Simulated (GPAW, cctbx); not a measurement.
# BiAsS2O: what bonding does to one electron reflection, worked out

BiAsS2O, P4/nmm (no. 129, origin choice 1), a = 3.8186 Å, b = 3.8186 Å, c = 13.3684 Å, α = 90.00°, β = 90.00°, γ = 90.00°.

| atom | mult. | x | y | z |
| --- | --- | --- | --- | --- |
| Bi1 | 2 | 0 | 1/2 | 0.4007 |
| As1 | 2 | 1/2 | 0 | 0.1261 |
| S1 | 2 | 1/2 | 0 | 0.2947 |
| S2 | 2 | 0 | 1/2 | 0.1090 |
| O1 | 2 | 1/2 | 1/2 | 1/2 |

The cell comes from substitution in a known structure type and wasn't matched to any measured phase.

A DFT run (GPAW, PBE, 550 eV, 5×5×2 k-points (along the axes of the calculation cell), Fermi–Dirac width 0.05 eV) gives the static X-ray structure factor of 003 as 3.852 e for the conventional cell; superposed free atoms give 3.654 e. **Problem.** Find the Fourier component V of the crystal potential and the two-beam extinction distance at 200 kV in both cases.

## Step 1: Geometry

The cell volume is Ω = 194.94 Å³ and d(003) = 4.4561 Å, so g = 1/d = 0.2244 Å⁻¹.

## Step 2: The nuclei

Electrons feel nuclei as well as electrons, so the nuclear charges are summed with the same phases.

Phase sums Σ exp(2πi h·x), turned so that the total is real and positive: Bi -0.593, As +1.444, S -0.562, O +2.000. Then F_Z = 83 × (-0.593) + 33 × (+1.444) + 16 × (-0.562) + 8 × (+2.000) = 5.41 e. The electron term has the same sign for this reflection.

## Step 3: Mott–Bethe

Poisson's equation, term by term, gives V = (e/4πε₀)(F_Z − F)/(πΩg²), with e/4πε₀ = 14.3996 V Å.

The prefactor is 14.3996 × 4.4561²/(π × 194.94) = 0.46689 V per electron. Free atoms: (5.41 − 3.654) × 0.46689 = 0.822 V. Crystal: (5.41 − 3.852) × 0.46689 = 0.729 V. F changes by +5.42 % and V by -11.3 %: the same 0.20 e is measured against F_Z − F = 1.8 e in place of F = 3.7 e.

## Step 4: Extinction distance

In the two-beam case ξ = 1/(λU) with U = 2γm₀eV/h², that is ξ = 150.41 V Å²/(γλV).

At 200 kV, λ = 0.02508 Å and γ = 1.3914. Free atoms: ξ = 5247 Å. Crystal: ξ = 5912 Å. The thickness fringes go as sin²(πt/ξ), so the two patterns slip by a quarter of a period when t|1/ξ₁ − 1/ξ₀| = 1/4, at t ≈ 1166 nm, thicker than usual samples. Thermal motion, absorption and many-beam coupling, left out here, change a real pattern.

## Step 5: Answer

V(003) is 0.73 V against 0.82 V, and ξ is 5912 against 5247 Å. Limits: static atoms, two beams.
